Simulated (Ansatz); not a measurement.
## Twisted h-SiC/h-AlN monolayer on bilayer, 27.80° (78 atoms): a reference run and its variants

The cell holds 78 atoms: 26 Si, 26 C, 13 Al and 13 N. Its edges and angles: a = 11.231 Å, b = 11.231 Å, c = 18.580 Å, α = 90.0°, β = 90.0°, γ = 120.0°. It derives from SiC and AlN. H-SiC (a = 3.1 Å) under h-AlN (a = 3.13 Å), monolayer on bilayer, commensurate cell of 13 unit cells a layer, twist 27.80 deg, both strained to the mean lattice constant; facing planes 3.19, 3.39 Å apart; 12 Å of vacuum; layers as built, displaced by a Gaussian of 0.01 Å. Regions: layer 1, 26 atoms (13 Si and 13 C); layer 2, 26 atoms (13 Si and 13 C); layer 3, 26 atoms (13 Al and 13 N). Vacuum lies along c.

Geometry: as built.

Reference run: Kohn-Sham DFT, PBE+D3(BJ), PAW (set soft_2), plane waves (Ansatz 0.2.0), cutoff 420 eV, Γ point, fermi-dirac smearing of 0.025 eV.

```
r.m.s. force component                           : 0.3203 eV/Å
gap (highest filled to lowest empty level) : 2.078 eV
SCF cycles                                       : 9
time                                             : 20 s on 4 threads of Arm Neoverse V2, shared host
```

Q: Estimate how much each variant changes the results, and its time and memory.
- support functions low
- support functions medium
- support functions high
- support functions medium, radius 4.27 Å
- scf.algorithm = "density_mixing"

Each row is set against the plane-wave reference (Kohn-Sham DFT, PBE+D3(BJ), PAW (set soft_2), plane waves; r.m.s. force component 0.320 eV/Å). Energies are set beside the reference only for runs with its functional, potentials and electron count. Times are for 4 threads of Arm Neoverse V2, shared host. The reference's time includes the DOS, ELF and grids, which some other runs skip.

| run | Δ force, r.m.s. (meV/Å) | share of r.m.s. force (%) | Δ energy (meV/atom) | Δ gap (eV) | cycles | time | host memory (GiB) |
| --- | --- | --- | --- | --- | --- | --- | --- |
| reference | - | - | - | - | 9 | 20 s | 1.9 |
| support functions low | 0.198 | 0.0617 | -2.18 | 2.0e-4 | 13 | 1.7 min | 3.8 |
| support functions medium | 0.181 | 0.0564 | -2.18 | -1.0e-4 | 15 | 1.8 min | 3.9 |
| support functions high | 0.151 | 0.047 | -2.15 | 1.0e-4 | 24 | 9.5 min | 7.3 |
| support functions medium, radius 4.27 Å | 0.17 | 0.0532 | -2.18 | 0 | 15 | 2.2 min | 4.3 |
| scf.algorithm = "density_mixing" | 0 | 1.0e-4 | 0 | 0 | 9 | 18 s | 1.9 |

Scf.algorithm = "density_mixing" had no effect here: forces stay within 0.002 meV/Å and the energy within 0.002 meV/atom. Among numerical settings that move the forces the force difference runs from 0.15 meV/Å (support functions high) to 0.20 meV/Å (support functions low). At 78 atoms the fastest of the runs at a preset level, support functions low, takes roughly 5.1 times the time of plane waves (whose run also made extra analyses), in 13 SCF cycles against 9. Differences between support functions and plane waves include what basis error the plane-wave run still has. 

[Long decimals in the printed logs are rounded to 6 places.]

[Logs are printed without paths, hosts, clocks, repeated set-up lines and the standing remarks that a program may print on its own settings, such as how far it seeks lower states.]

[Hosts, paths, dates, database ids (printed as entryN), source tags and the programs' standing remarks are cut or masked in the printed files.]
